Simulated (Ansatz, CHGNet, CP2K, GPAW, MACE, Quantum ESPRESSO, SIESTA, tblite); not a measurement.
# CP2K on glassy 86SiO2-5SrO-5ZnO-5MgO (mol %) (63 atoms): settings against a plane-wave reference, part 2 of 2

Wanted: CP2K inputs and outputs for glassy 86SiO2-5SrO-5ZnO-5MgO (mol %) (63 atoms), checked against a plane-wave reference.

Program: CP2K 2026.2; the method stands at each step. Banners, paths, timers and routine set-up lines are dropped from the logs unmarked, and long logs keep their key lines alone; longer cuts are marked.

So far. Step 2 (PBE, DZVP-MOLOPT-SR, 1200/50 Ry, diagonalisation): Forces lie 4.5 % from the reference's, at 7.7 times its CPU time (on 2 against 4 cores). Step 3 (PBE, DZVP-MOLOPT-SR, 1200/50 Ry, TRS4 filter 1e-03, SCF …): Against the first run (4.5 %), the force difference from the reference is 12 %, at 0.67 times the CPU time (9 SCF steps against 14).

## (4) PBE, DZVP-MOLOPT-SR, 420/50 Ry, diagonalisation

Method: Kohn-Sham DFT, PBE, GTH-PBE pseudopotentials, Gaussian and plane waves, DZVP-MOLOPT-SR-GTH, diagonalisation.

Contents of input.inp:

```
&GLOBAL
  PROJECT cell
  RUN_TYPE ENERGY_FORCE
  PRINT_LEVEL LOW
&END GLOBAL
&FORCE_EVAL
  METHOD QS
  STRESS_TENSOR ANALYTICAL
  &DFT
    BASIS_SET_FILE_NAME BASIS_MOLOPT
    POTENTIAL_FILE_NAME GTH_POTENTIALS
    &MGRID
      CUTOFF 420
      REL_CUTOFF 50
    &END MGRID
    &QS
      EPS_DEFAULT 1.0E-12
    &END QS
    &SCF
      SCF_GUESS ATOMIC
      EPS_SCF 5.0E-06
      MAX_SCF 200
      ADDED_MOS 14
      &DIAGONALIZATION
        ALGORITHM STANDARD
      &END DIAGONALIZATION
      &SMEAR ON
        METHOD FERMI_DIRAC
        ELECTRONIC_TEMPERATURE [K] 580
      &END SMEAR
      &MIXING
        METHOD BROYDEN_MIXING
        ALPHA 0.3
        NBROYDEN 12
      &END MIXING
      &PRINT
        &RESTART OFF
        &END RESTART
      &END PRINT
    &END SCF
    &XC
      &XC_FUNCTIONAL PBE
      &END XC_FUNCTIONAL
    &END XC
    &PRINT
      &MULLIKEN ON
      &END MULLIKEN
      &HIRSHFELD ON
        SHAPE_FUNCTION DENSITY
      &END HIRSHFELD
      &MO ON
        EIGENVALUES T
        OCCUPATION_NUMBERS T
        MO_INDEX_RANGE 166 189
        &EACH
          QS_SCF 0
        &END EACH
        ADD_LAST NUMERIC
      &END MO
    &END PRINT
  &END DFT
  &SUBSYS
    &CELL
      A 9.65803 0.00000 0.00000
      B 0.00000 9.65803 0.00000
      C 0.00000 0.00000 9.65803
    &END CELL
    &TOPOLOGY
      COORD_FILE_NAME structure.xyz
      COORD_FILE_FORMAT XYZ
    &END TOPOLOGY
    &KIND Si
      BASIS_SET DZVP-MOLOPT-SR-GTH-q4
      POTENTIAL GTH-PBE-q4
    &END KIND
    &KIND Sr
      BASIS_SET DZVP-MOLOPT-SR-GTH-q10
      POTENTIAL GTH-PBE-q10
    &END KIND
    &KIND Zn
      BASIS_SET DZVP-MOLOPT-SR-GTH-q12
      POTENTIAL GTH-PBE-q12
    &END KIND
    &KIND Mg
      BASIS_SET DZVP-MOLOPT-SR-GTH-q10
      POTENTIAL GTH-PBE-q10
    &END KIND
    &KIND O
      BASIS_SET DZVP-MOLOPT-SR-GTH-q6
      POTENTIAL GTH-PBE-q6
    &END KIND
  &END SUBSYS
  &PRINT
    &FORCES ON
    &END FORCES
    &STRESS_TENSOR ON
    &END STRESS_TENSOR
  &END PRINT
&END FORCE_EVAL
```

Contents of structure.xyz:

```xyz
63

[... 63 atom lines left out: the same atoms as in the first run ...]
```

On the command line:

```sh
OMP_NUM_THREADS=2 cp2k.psmp -i input.inp > output.txt
```

Numbers of over 12 decimals in the logs are rounded to 6 here.

The log of the run:

```text
CP2K| version string:                                       CP2K version 2026.2
 CP2K| Input file name                                                 input.inp
 GLOBAL| Basis set file name                                        BASIS_MOLOPT
 GLOBAL| Potential file name                                      GTH_POTENTIALS
[... lines left out ...]
 Number of electrons:                                                        354
[... lines left out ...]
  Step     Update method      Time    Convergence         Total energy    Change
[... lines left out ...]
  *** SCF run converged in    14 steps ***
[... lines left out ...]
  Fermi energy:                                                 0.146877
  Total energy:                                              -889.302309
  Total energy (extrapolated to T->0):                       -889.302309
[... lines left out ...]
 MO| E(Fermi):            0.146877 a.u.          3.996732 eV
[... lines left out ...]
 ENERGY| Total FORCE_EVAL ( QS ) energy [hartree]           -889.302354
[... lines left out ...]
 FORCES|      1  1.32504455E-02 -6.71760988E-03 -5.95577741E-02   6.13826444E-02
 FORCES|      2 -6.09629875E-02 -1.15002621E-01 -1.63953565E-02   1.31190306E-01
 FORCES|      3 -8.72861309E-02  4.36004359E-02  9.21217177E-02   1.34187472E-01
[...]
FORCES|     62 -3.29899700E-02 -1.82492777E-02  1.34322961E-02   4.00225041E-02
 FORCES|     63 -3.15010011E-02  2.69588184E-03  9.16313017E-03   3.29172265E-02
 FORCES| Sum     8.28746947E-02 -8.53420178E-02 -1.00510220E-02
 FORCES| Total atomic force                                       1.19383827E-01
 STRESS| Analytical stress tensor [bar]
 STRESS|                        x                   y                   z
 STRESS|      x        5.44735936415E+04   1.00889772064E+04   6.60588063076E+03
 STRESS|      y        1.00889772064E+04   6.15372264270E+04  -2.99191842293E+03
 STRESS|      z        6.60588063076E+03  -2.99191842293E+03   5.10226069180E+04
 STRESS| 1/3 Trace                                             5.56778089955E+04
```

The job ended after 64 s (2 threads of Arm Neoverse V1, shared host; peak memory 1.6 GiB; 2 min of CPU time).

Compared with the plane-wave run:

```yaml
r_m_s_force_component: 2.638 eV/Å
r_m_s_difference_of_force_components: 451.8 meV/Å
longest_difference_of_force_vectors: 5912 meV/Å
force_difference_over_r_m_s_force: 17.18 %
slope_of_forces_against_the_reference_s: 0.9884
correlation_of_force_components: 0.9853
spacing_of_highest_filled_and_lowest_empty_level: 2.429 eV
gap_difference: -0.0485 eV
pressure: 5.568 GPa
pressure_difference: 0.0682 GPa
energy_less_the_same_level_run_s: -1.877 meV/atom
r_m_s_force_difference_from_the_same_level_run: 426.2 meV/Å
```

This is a coarse setting, run to see what it loses.

Against the first run (4.5 %), the force difference from the reference is 17 %, at 0.51 times the CPU time: the grid matters here.

The difference per atom is largest on Mg (5.9 eV/Å on average, against 0.24 on Si). The forces add up to 6.1 eV/Å instead of zero, usually a sign of too coarse a grid.

## (5) Side by side

Differences are against the plane-wave reference, forces as r.m.s. over components; share is that over the reference's r.m.s. force, slope the least-squares factor from reference forces to these. Total energies of different programs have different zeros and aren't compared.

```
                                                                        run  Δ force, r.m.s. (meV/Å)  share (%)  slope  Δ pressure (GPa)  Δ gap (eV)  cores  CPU time  memory (GiB)
                                                                  reference                        -          -      -                 -           -      4      31 s           1.0
                      CP2K PBE, DZVP-MOLOPT-SR, 1200/50 Ry, diagonalisation                      118       4.47  0.991            0.0656     -0.0358      2     4 min           8.0
CP2K PBE, DZVP-MOLOPT-SR, 1200/50 Ry, TRS4 filter 1e-03, SCF 1e-04 (coarse)                      320       12.2  0.977             0.751           -      2   2.7 min           3.6
              CP2K PBE, DZVP-MOLOPT-SR, 420/50 Ry, diagonalisation (coarse)                      452       17.2  0.988            0.0682     -0.0485      2     2 min           1.6
```

Rows marked coarse were listed beforehand as settings not expected to be converged; some can still land near the reference.

CPU time is summed over cores on a shared host, where runs went side by side, so it is rough. Symmetry, cutoffs, thresholds, outputs and thread counts weren't matched or tuned between programs; memory under MPI is the largest rank's times the ranks.

Mean charges by element (e), by run and scheme:

```
                                                  run     scheme     Si     Sr     Zn     Mg      O
                                            reference     Löwdin  +1.77  +1.83  +1.51  +1.64  -0.83
CP2K PBE, DZVP-MOLOPT-SR, 1200/50 Ry, diagonalisation   Mulliken  +0.84  +1.38  +0.87  +1.35  -0.48
CP2K PBE, DZVP-MOLOPT-SR, 1200/50 Ry, diagonalisation  Hirshfeld  +0.53  +0.69  +0.59  +0.70  -0.30
```

The reference's Löwdin charges lack the electrons that the projection spills, 0.074 e an atom on average.

Within one program, basis, potentials and functional, energies share a zero. Each run against its twin at the usual cutoff or grid and solver:

```
                                                               run                                         twin  Δ energy (meV/atom)  Δ force, r.m.s. (meV/Å)  CPU time over the twin's
CP2K PBE, DZVP-MOLOPT-SR, 1200/50 Ry, TRS4 filter 1e-03, SCF 1e-04  DZVP-MOLOPT-SR, 1200/50 Ry, diagonalisation                 61.0                      329                      0.67
              CP2K PBE, DZVP-MOLOPT-SR, 420/50 Ry, diagonalisation  DZVP-MOLOPT-SR, 1200/50 Ry, diagonalisation                -1.88                      426                      0.51
```

A second geometry, displaced anew (every atom was moved at random, 0.08 Å r.m.s. a Cartesian component), gives an energy difference that all programs can be tested on. The reference puts it at 214.4 meV/atom.

```
                                                               run  energy less the first geometry's (meV/atom)  error (meV/atom)  force share at the second geometry (%)
             CP2K PBE, DZVP-MOLOPT-SR, 1200/50 Ry, diagonalisation                                        212.0             -2.38                                    3.54
CP2K PBE, DZVP-MOLOPT-SR, 1200/50 Ry, TRS4 filter 1e-03, SCF 1e-04                                        237.9              23.5                                    11.0
              CP2K PBE, DZVP-MOLOPT-SR, 420/50 Ry, diagonalisation                                        210.8             -3.60                                    11.2
```

Further runs of this program without a result: CP2K GFN1-xTB, diagonalisation (not converged).

## (6) Results

| Property | Result |
| --- | --- |
| nearest in forces | CP2K PBE, DZVP-MOLOPT-SR, 1200/50 Ry, diagonalisation, 4.5 % |
| its CPU time | 4 min |

**Reading.** The PBE run in local orbitals, coarse settings apart, differs by 4.5 % (CP2K PBE, DZVP-MOLOPT-SR, 1200/50 Ry, diagonalisation); basis, grid and potentials can all enter. Runs with settings chosen to be coarse differ by 12 % (CP2K PBE, DZVP-MOLOPT-SR, 1200/50 Ry, TRS4 filter 1e-03, SCF 1e-04) to 17 % (CP2K PBE, DZVP-MOLOPT-SR, 420/50 Ry, diagonalisation), their programs' other errors included. None of the electronic-structure runs in the table takes under half the reference's CPU time of 31 s; they take 3.9 to 7.7 times as much. At the same functional, gaps differ from the reference's 2.48 eV by between -0.05 and -0.04 eV. Charges hang on scheme and program or settings: among these rows the mean for Si runs from +0.53 to +1.77 e. The energy difference between the two geometries, 214 meV/atom in the reference, is met best by CP2K PBE, DZVP-MOLOPT-SR, 1200/50 Ry, diagonalisation (-2.38) and worst by CP2K PBE, DZVP-MOLOPT-SR, 1200/50 Ry, TRS4 filter 1e-03, SCF 1e-04 (coarse) (+23.5). Forces of 2.6 eV/Å r.m.s. are well above thermal ones: they come largely from the bond lengths of the classical model and from the random displacements, and they dominate the comparison. The quench rate of 50 K/ps is many orders above laboratory rates, so the cell is likely richer in defects and strain than a real sample. The network of bonds at the start is that of the classical potential that made the cell, and needn't be the one that DFT or experiment would give. The electronic-structure runs sample only Γ, in a cell whose shortest periodic width is 10 Å.

[Also dropped from logs without a mark: logging warnings of Python, and SIESTA's first energy breakdown and zero terms.]

[Logs are printed without paths, hosts, clocks, repeated set-up lines and the standing remarks that a program may print on its own settings, such as how far it seeks lower states.]

[Hosts, paths, dates, database ids (printed as entryN), source tags and the programs' standing remarks are cut or masked in the printed files.]
